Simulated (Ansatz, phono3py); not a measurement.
# Heat carried by phonons in LiH (Fm-3m)

Aim: the lattice thermal conductivity of LiH against temperature, and which phonons carry it.

Experimental results on record:
- thermal conductivity 15 W/m/K near room temperature (given in “Combining the AFLOW GIBBS and Elastic Libraries to efficiently and robustly screen thermo-mechanical properties of solids”, 2017, arXiv:1611.05714)
- thermal conductivity 15 W/m/K near room temperature (given in “Predicting the lattice thermal conductivity of solids by solving the Boltzmann transport equation: AFLOW - AAPL an automated, accurate and efficient framework”, 2017, arXiv:1611.05481)

Main program and level: Ansatz 0.2.0; DFT LDA, scalar-relativistic, plane waves, PAW.

The database entry behind the starting cell differs from later determinations by our own check (the deuteride, about 0.2 % short), so it need not match the best structure at ambient conditions.

## 1. Starting point

Symmetry: Fm-3m, No. 225, cubic system. Conventional cell: a = 4.074 Å, b = 4.074 Å, c = 4.074 Å, α = 90.00°, β = 90.00°, γ = 90.00°. Nearest to Li lie 6 H at 2.04 Å. Nearest to H lie 6 Li at 2.04 Å. Farther neighbours are not listed.

## 2. A first coarse run

A cheap single point shows whether the cell is a metal or an insulator and how far it is from rest; that sets the k-mesh and the occupations of what follows.

The input, input.yaml:

```yaml
crystal:
  lattice:
    - [0.0, 2.03675, 2.03675]
    - [2.03675, 0.0, 2.03675]
    - [2.03675, 2.03675, 0.0]
  atoms:
    - { symbol: Li, position: [0.0, 0.0, 0.0] }
    - { symbol: H, position: [0.5, 0.5, 0.5] }
kpoints:
  mp_grid: { grid: [8, 8, 8] }
hamiltonian:
  xc: lda
scf:
  occupations: { method: gaussian, width: 0.1 }
  lower_state_search: "off"
output:
  forces: true
  stress: true
  eigenvalues: true
```

The run is started by

```
$ ansatz run input.yaml --threads 16 --pin off --max-ram 30720MiB --backend cpu --events-out ev --progress --plain --runs-dir out
```

Numbers of over 12 decimals in the logs are rounded to 6 here.

The log of the run:

```text
Engine: ansatz 0.2.0, aarch64-unknown-linux-gnu
Pseudopotentials: kind: paw
Pseudopotential: Li, paw, valence charge 3, recommended cutoff 420 eV (normal), Li.paw.azcp
Pseudopotential: H, paw, valence charge 1, recommended cutoff 420 eV (normal), H.paw.azcp
Functional definition: SPW92
  exchange = slater_x
  correlation = pw_c
Crystal: 2 atoms, lattice volume = 16.898 Å³
Basis set: ecut = 420 eV, 331 PW (Γ)
Bands: 6, of which v1, the nominal top of the filled ones, is band 2 counted from 1 (1 counted from 0)
Symmetry: 48 space group operations
Space group: Fm-3m (ITA 225), of the structure as read, at distance tolerance 2.6e-5 Å
k-points: 29 of 512
Non-local potential: Li, projectors of the file, l = 0: 3, l = 1: 2, l = 2: 1
Non-local potential: H, projectors of the file, l = 0: 2, l = 1: 1
PAW form: soft (Blöchl's): semilocal exchange-correlation on the pseudo side does not see the compensation charge
PAW one-centre angular grid: Li, 110 points (default); XC on 64 Gauss nodes
PAW one-centre angular grid: H, 110 points (default); XC on 64 Gauss nodes
Initial density: superposition of atomic densities (neutral atoms: chi_scale 0, normalization atom), corrected by the library's trained network
Initial wavefunctions: pseudopotential atomic-orbital guess
Functional: x = slater, c = lda
SCF iter   1: F=—  HF=-218.197325 eV  |F-HF|=—  |Δ(HF+E_count)|=         —  Δρ=1.22e-2  dr2=1.64e-2  ethr=1.77e-3  ⟨swp⟩=3.2  Hψ=1326  notcnv=0
preconditioner: auto → none  [insulator: Δε(μ)=2.520 eV  Ē_g=13.423 eV  σ=0.100 eV  W_gap=1.00  n_scr=0 (ndim 8)  ℏωp=12.8 eV  f_vac=0.000  D(μ)=0.00/eV (n_scr^D=0)  ε∞_Penn≈1.9]
SCF iter   2: F=—  HF=-218.188270 eV  |F-HF|=—  |Δ(HF+E_count)|=   9.06e-3  Δρ=4.08e-3  dr2=1.67e-3  ethr=4.10e-4  ⟨swp⟩=1.1  Hψ=410  notcnv=0
SCF iter   3: F=—  HF=-218.186957 eV  |F-HF|=—  |Δ(HF+E_count)|=   1.31e-3  Δρ=1.58e-4  dr2=1.78e-6  ethr=4.18e-5  ⟨swp⟩=2.1  Hψ=215  notcnv=0
SCF iter   4: F=—  HF=-218.186956 eV  |F-HF|=—  |Δ(HF+E_count)|=   6.30e-7  Δρ=2.04e-5  dr2=5.49e-8  ethr=4.44e-8  ⟨swp⟩=2.2  Hψ=227  notcnv=0
iter 5 did not close the SCF: its close was put off for the readings that it lacked (scf_convergence_deferred on its scf_iter line)
SCF iter   5: F=-218.186956 eV  HF=-218.186956 eV  |F-HF|=1.13e-10  |Δ(HF+E_count)|=   3.17e-8  Δρ=1.71e-6  dr2=2.77e-10  ethr=1.37e-9  ⟨swp⟩=1.1  Hψ=179  notcnv=0
SCF iter   6: F=-218.186956 eV  HF=-218.186956 eV  |F-HF|=8.53e-14  |Δ(HF+E_count)|=  1.60e-10  Δρ=1.23e-7  dr2=9.82e-13  ethr=6.92e-12  ⟨swp⟩=1.1  Hψ=491  notcnv=0
SCF 1 converged in 6 iterations: F = -218.186956 eV  dr2 = 9.82e-13
  greatest PAW one-centre occupation: 1.000 electrons in one spin orbital (limit 2), on the Li atom at site 0 (counted from 0), in its partial waves of l = 0
SCF converged after 6 iterations
Free energy (F): -218.186956 eV
Harris-Foulkes:  -218.186956 eV  (|F-HF|=8.53e-14)
Internal energy: -218.186956 eV  (E = F + TS)
E sigma→0 (E₀):  -218.186956 eV
Fermi energy:    1.796924 eV
--- Per-component energies (eV) ---
  E_band       = -89.656436
  E_kinetic    = 35.025770
  E_local      = -125.410042  (includes V_loc(G=0)·N_el)
  E_nonlocal   = -31.700996
  E_hartree    = 34.977313
  E_xc         = -19.541927
  E_vxc        = -25.490521  (∫ρ·V_xc dr)
  E_paw        = -18.943190  (= ΣΔE_a)
  E_vpaw       = -12.034310  (= ΣTr[D̂ρ^β])
  E_aug_tail   = -0.000968  (compensation charges beyond the density's cutoff)
  E_ewald      = -92.592916
  E_smearing   = -0.000000  (= −TS)
  E_closure    = -0.000000  (closes the sum)
  Σ components = -218.186956   (vs F -218.186956, Δ=0.00e0)
--- Forces (eV/Å), atoms counted from 1 ---
  atom   1  Li    -0.00000000     0.00000000     0.00000000
  atom   2  H      0.00000000    -0.00000000    -0.00000000
  max |Σ_I F_I| component: 1.15e-30 eV/Å
--- Stress (GPa, compression-positive) ---
       -4.080787       0.000000      -0.000000
        0.000000      -4.080787       0.000000
       -0.000000       0.000000      -4.080787
  P = ⅓ Tr σ = -4.0808 GPa (-40.808 kbar)
--- Band table (eV; the first three rows and the last of 29) ---
  k-point 0: bands = ["-43.0030", "-4.9088", "15.9845", "17.3948", "17.3948", "17.3948"]
  k-point 1: bands = ["-42.9967", "-4.6403", "13.7115", "16.3124", "16.8804", "16.8804"]
  k-point 2: bands = ["-42.9812", "-3.8687", "9.6704", "14.9272", "16.2125", "16.2125"]
  k-point 28: bands = ["-42.9458", "0.2388", "5.3343", "5.3343", "11.5760", "17.1940"]
```

The job ended after 0.16 s (16 threads of Arm Neoverse V2, shared host; peak memory 0.23 GiB).

Numbers from this step:

* pressure: -4.081 GPa
* gap on the k-mesh: 2.656 eV
* volume per atom: 8.449 Å³/atom

The start is under -4.1 GPa at this level and looks like an insulator or semiconductor on this mesh.

## 3. Relaxation

Phonons are second derivatives about a minimum, so cell and atoms are relaxed first, inside the symmetry of the start.

input.yaml, the sections that differ from step 2:

```yaml
kpoints:
  mp_grid: { grid: [10, 10, 10] }
scf:
  occupations: { method: gaussian, width: 0.02 }
  lower_state_search: "off"
output:
  forces: true
  stress: true
  eigenvalues: true
  write_density: true
  write_potential: true
  elf: true
  volumetric_format: npy
relax:
  adjacent_minimum: "off"
  f_tol: 0.005
  max_steps: 80
  cell: { stress_tol: 0.05 }
# crystal, hamiltonian: as in step 2
```

The log of the run:

```text
[...]
Crystal: 2 atoms, lattice volume = 16.898 Å³
Basis set: ecut = 420 eV, 331 PW (Γ)
Bands: 6, of which v1, the nominal top of the filled ones, is band 2 counted from 1 (1 counted from 0)
Symmetry: 48 space group operations
[...]
k-points: 47 of 1000
[...]
SCF iter   1: F=—  HF=-218.197468 eV  |F-HF|=—  |Δ(HF+E_count)|=         —  Δρ=1.22e-2  dr2=1.64e-2  ethr=1.77e-3  ⟨swp⟩=4.1  Hψ=2285  notcnv=0
[...]
SCF iter   6: F=-218.187068 eV  HF=-218.187068 eV  |F-HF|=1.99e-13  |Δ(HF+E_count)|=  1.17e-10  Δρ=9.19e-8  dr2=5.65e-13  ethr=1.94e-11  ⟨swp⟩=3.0  Hψ=936  notcnv=0
the search or the solves at the SCF's close seem to have found levels that the self-consistency loop had missed (the run counts 1). By its estimate they hold under 1e-12 electrons; where the run keeps them, the occupations were computed again with them
SCF 1 converged in 6 iterations: F = -218.187068 eV  dr2 = 5.65e-13
[...]
relax step   1: F+E_penalty+E_count = -218.18706751 eV  Δ(F+E_penalty+E_count) = +0.000e0 eV  max|allowed force component| = 2.777e-30 eV/Å  Δτ_max = 0.0000 Å  P = -4.085 GPa  Ω = 16.898 Å³  (6 SCF iters, accepted)
Crystal: 2 atoms, lattice volume = 15.401 Å³
Basis set: ecut = 420 eV, 307 PW (Γ)
[...]
iter 1 solved again at ethr=1.15e-4 eV; its pass at ethr=3.10e-3 eV (dr2=4.61e-3 eV) is discarded
[...]
SCF iter   5: F=-218.213465 eV  HF=-218.213465 eV  |F-HF|=1.28e-11  |Δ(HF+E_count)|=  8.55e-10  Δρ=5.88e-7  dr2=2.85e-11  ethr=9.82e-11  ⟨swp⟩=3.2  Hψ=937  notcnv=0
SCF 2 converged in 5 iterations: F = -218.213465 eV  dr2 = 2.85e-11
relax step   2: F+E_penalty+E_count = -218.21346518 eV  Δ(F+E_penalty+E_count) = -2.640e-2 eV  max|allowed force component| = 8.793e-31 eV/Å  Δτ_max = 0.0000 Å  P = -1.158 GPa  Ω = 15.401 Å³  energy of the carried Pulay correction = +9.388e-4 eV  (5 SCF iters, dr2 threshold 2.00e-7 eV, accepted)
Crystal: 2 atoms, lattice volume = 14.880 Å³
Basis set: ecut = 420 eV, 283 PW (Γ)
[...]
SCF iter   4: F=-218.215443 eV  HF=-218.215443 eV  |F-HF|=3.57e-10  |Δ(HF+E_count)|=   2.05e-7  Δρ=3.50e-6  dr2=1.29e-9  ethr=5.00e-9  ⟨swp⟩=6.9  Hψ=1600  notcnv=0
SCF 3 converged in 4 iterations: F = -218.215443 eV  dr2 = 1.29e-9
relax step   3: F+E_penalty+E_count = -218.21544272 eV  Δ(F+E_penalty+E_count) = -1.978e-3 eV  max|allowed force component| = 2.537e-31 eV/Å  Δτ_max = 0.0000 Å  P = +0.189 GPa  Ω = 14.880 Å³  energy of the carried Pulay correction = +1.286e-3 eV  (4 SCF iters, dr2 threshold 2.00e-7 eV, accepted)
[...]
relax step   4: F+E_penalty+E_count = -218.21543504 eV  Δ(F+E_penalty+E_count) = +7.683e-6 eV  max|allowed force component| = 2.671e-31 eV/Å  Δτ_max = 0.0000 Å  P = -0.007 GPa  Ω = 14.951 Å³  energy of the carried Pulay correction = +1.238e-3 eV  (3 SCF iters, dr2 threshold 8.96e-8 eV, accepted)
[...]
SCF iter   4: F=-218.214454 eV  HF=-218.214454 eV  |F-HF|=3.13e-13  |Δ(HF+E_count)|=  6.73e-10  Δρ=9.11e-8  dr2=2.39e-13  ethr=1.00e-12  ⟨swp⟩=4.1  Hψ=710  notcnv=0
SCF 5 converged in 4 iterations: F = -218.214454 eV  dr2 = 2.39e-13
relax step   5: F+E_penalty+E_count = -218.21445413 eV  Δ(F+E_penalty+E_count) = +9.809e-4 eV  max|allowed force component| = 1.339e-30 eV/Å  Δτ_max = 0.0000 Å  P = -0.050 GPa  Ω = 14.951 Å³  stress off target by 4.97e-2 GPa  SCF on the basis re-selected at this cell (its energy is not comparable with the rows above)  (4 SCF iters)
basis re-selected at this cell: Δ(F+E_penalty+E_count) = +9.809e-4 eV, ΔP = -0.043 GPa vs the last step (what re-selecting the basis moved, of the pressure what is left beyond the Pulay correction that the steps carried, after the strain that the cell walked since its last selection, with what the two solves' SCF thresholds leave and, on support functions, any second-order correction that the steps lacked; it is no m [...]
SCF converged after 4 iterations
Free energy (F): -218.214454 eV
[...]
Internal energy: -218.214454 eV  (E = F + TS)
E sigma→0 (E₀):  -218.214454 eV
Fermi energy:    2.406086 eV
[...]
--- Stress (GPa, compression-positive) ---
       -0.049702       0.000000       0.000000
        0.000000      -0.049702       0.000000
        0.000000       0.000000      -0.049702
  P = ⅓ Tr σ = -0.0497 GPa (-0.497 kbar)
--- Band table (eV; the first three rows and the last of 47) ---
[...]
--- Relaxed structure (4 steps of the walk, 4 accepted, 1 SCFs on fresh bases) ---
  F+E_penalty+E_count = -218.21445413 eV   max|allowed force component| = 1.339e-30 eV/Å   (the final SCF, on the basis selected at the relaxed cell)
  cell:  # Å, volume = 14.9507 Å³
    - [0, 1.955289, 1.955289]
    - [1.955289, 0, 1.955289]
    - [1.955289, 1.955289, 0]
  atoms:
    - { symbol: Li, position: [0, 0, 0] }
    - { symbol: H, position: [0.500000, 0.500000, 0.500000] }
```

Run time: 0.58 s. Hardware: 16 threads; peak memory 0.28 GiB; 3.6 s of CPU time.

Step by step:

```tsv
step	energy less that of the first step (eV)	largest force component (eV/Å)	pressure (GPa)	volume (Å³)
1	0.0000	0.0000	-4.09	16.90
2	-0.0264	0.0000	-1.16	15.40
3	-0.0284	0.0000	0.19	14.88
4	-0.0284	0.0000	-0.01	14.95
5*	-0.0274	0.0000	-0.05	14.95
```

Relaxation steps marked * repeat the geometry before them on a plane-wave basis chosen anew for their cell, so energy and pressure can jump there.

The run keeps the 48 symmetry operations that it works with, so distortions that break them were not tested.

```tsv
conventional cell, symmetrised	before	after	change
a (Å)	4.074	3.911	-4.0 %
b (Å)	4.074	3.911	-4.0 %
c (Å)	4.074	3.911	-4.0 %
volume (Å³/atom)	8.45	7.48	-11.5 %
```

Final coordinates:

```
Li H
1.0
     0.00000    1.95529    1.95529
     1.95529    0.00000    1.95529
     1.95529    1.95529    0.00000
Li H
1 1
Direct
  0.00000 0.00000 0.00000
  0.50000 0.50000 0.50000
```

This step gave:

* pressure: -0.04970 GPa
* gap on the k-mesh: 2.541 eV
* volume per atom: 7.475 Å³/atom

Electrostatic potential energy in the ac plane of the conventional cell at fractional y = 0.000, with atoms of Li and H within 0.2 Å of it. With pseudopotentials it is smooth inside the atoms' cores, unlike the true potential.

Values in eV, 14 rows by 14 columns, each cell a mean:
```
-31 -22  -9   1   3   0 -19 -28 -10   2   3  -2 -14 -27
-17 -11  -2   2   4   3   0  -3   1   4   3   1  -6 -14
 -3  -1   2   3   4   4   3   3   3   4   4   3   1  -2
  2   3   4   4   3   2   1   1   2   3   4   4   3   3
  1   3   4   4   2  -2  -9 -11  -6   0   3   4   4   2
-17  -4   3   3  -1 -11 -22 -26 -18  -6   2   3   1 -10
-36 -17   1   2  -3 -17 -31 -35 -26 -11   1   3  -3 -28
-28 -10   2   3  -2 -14 -27 -31 -22  -9   1   3   0 -19
 -3   1   4   3   1  -6 -14 -17 -11  -2   2   4   3   0
  3   3   4   4   3   1  -2  -3  -1   2   3   4   4   3
  1   2   3   4   4   3   3   2   3   4   4   3   2   1
-11  -6   0   3   4   4   2   1   3   4   4   2  -2  -9
-26 -18  -6   2   3   1 -10 -17  -4   3   3  -1 -11 -22
-35 -26 -11   1   3  -3 -28 -36 -17   1   2  -3 -17 -31
```
Columns run along a (3.9 Å; values clipped at the 3rd and 97th percentile), rows up along c (3.9 Å), edges of the conventional cell, whose origin can differ from the input's. Atoms in or near the plane, at fractional coordinates: Li at (0.00, 0.00), Li at (0.50, 0.50), H at (0.50, 0.00), H at (0.00, 0.50).

Valence density in the ac plane of the conventional cell at fractional y = 0.000, with atoms of Li and H within 0.2 Å of it. It is the smooth field of the valence electrons, not physical close to the nuclei.

Ten steps, logarithmic in the rise over the least value, from '_' (0.1 e/Å³) to '@' (7.9 e/Å³), each cell a mean:
```
@@##--__::--++++==::..__++%%
**==____..::------::____::++
..________..::::....________
....__________..__________..
--::..______----::____..::::
++==::..__==##%%**::__..--==
**++--....**@@@@%%--..::--++
++==::..__++%%@@##--__::--++
----::____::++**==____..::--
::....________..________..::
..__________......__________
--::____..::::--::..______--
%%**::__..--==++==::..__==##
@@%%--..::--++**++--....**@@
```
Columns run along a (3.9 Å), rows up along c (3.9 Å), edges of the conventional cell, whose origin can differ from the input's. Atoms in or near the plane, at fractional coordinates: Li at (0.00, 0.00), Li at (0.50, 0.50), H at (0.50, 0.00), H at (0.00, 0.50).

ELF in the ac plane of the conventional cell at fractional y = 0.000, with atoms of Li and H within 0.2 Å of it. It is the smooth field of the valence electrons, not physical close to the nuclei.

Ten even steps from '0' (0.51 × 1e-1) to '9' (9.99 × 1e-1), each cell a mean:
```
96017999995038
31016999984003
00013678752000
55311111111245
99730001001589
99950167401799
99950399711899
99950389601799
99840033101699
87520000001367
11112455531111
10015899973000
74017999995016
97118999995039
```
Columns run along a (3.9 Å), rows up along c (3.9 Å), edges of the conventional cell, whose origin can differ from the input's. Atoms in or near the plane, at fractional coordinates: Li at (0.00, 0.00), Li at (0.50, 0.50), H at (0.50, 0.00), H at (0.00, 0.50).

The relaxation ends with a pressure of -0.05 GPa.

(Continued in part 2 of 4.)

[Logs are printed without paths, hosts, clocks, repeated set-up lines and the standing remarks that a program may print on its own settings, such as how far it seeks lower states.]

[Hosts, paths, dates, database ids (printed as entryN), source tags and the programs' standing remarks are cut or masked in the printed files.]

[A step with changed settings may run another functional than the one named; its input shows which.]
